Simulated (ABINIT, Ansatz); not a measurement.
An input for ABINIT 10.8.3 (YScB2O6 (R-3)):

```
acell 3*1.0 Angstrom
rprim 
  2.455259121368 1.417544514628 5.373024847406
  -2.455259121368 1.417544514628 5.373024847406
  0.000000000000 -2.835089029328 5.373024847387
ntypat 4
znucl 39 21 5 8
natom 10
typat 1 2 3 3 4 4 4 4 4 4
xred 
  0.500000000000 0.500000000000 0.500000000000
  0.000000000000 0.000000000000 0.000000000000
  0.255007000000 0.255007000000 0.255007000000
  0.744993000000 0.744993000000 0.744993000000
  0.233543000000 0.545880000000 0.981547000000
  0.981547000000 0.233543000000 0.545880000000
  0.545880000000 0.981547000000 0.233543000000
  0.018453000000 0.766457000000 0.454120000000
  0.454120000000 0.018453000000 0.766457000000
  0.766457000000 0.454120000000 0.018453000000
pp_dirpath "pseudos"
pseudos "Y.upf, Sc.upf, B.upf, O.upf"
ecut 36
ngkpt 4 4 4
nshiftk 1
shiftk 0.11 0.21 0.31
kptopt 3
chksymbreak 0
iscf -2
irdden 1
istwfk *1
nband 54
nbdbuf 4
tolwfr 1e-09
nstep 60
prtvol 0
indata_prefix "in"
outdata_prefix "out"
tmpdata_prefix "tmp"
```

```sh
OMP_NUM_THREADS=1 mpirun -n 4 abinit run.abi > log
```

How long will it take on 4 MPI ranks of Arm Neoverse N1, shared host, and how much memory?

It took 6.1 min; on shared hardware allow 3.1 min to 12 min. Peak host memory was 0.77 GiB.

[Paths, hosts, dates, memory and timing lines, banners, echoed tables and standing remarks are left out of the program output.]

[Logs are printed without paths, hosts, clocks, repeated set-up lines and the standing remarks that a program may print on its own settings, such as how far it seeks lower states.]

[Runs of the session that timed out or met a known fault of the program may be left out.]

[Hosts, paths, dates, database ids (printed as entryN), source tags and the programs' standing remarks are cut or masked in the printed files.]

[G0W0 gaps are taken among the corrected bands and points alone; a level outside them can change the order at an edge.]

[Where Ansatz stands beside ABINIT at settings called matched, ABINIT's density can come from a denser mesh and the files from another edition; pairs whose starting gaps differed by over 0.03 eV were left out, so agreement reads better than it is.]
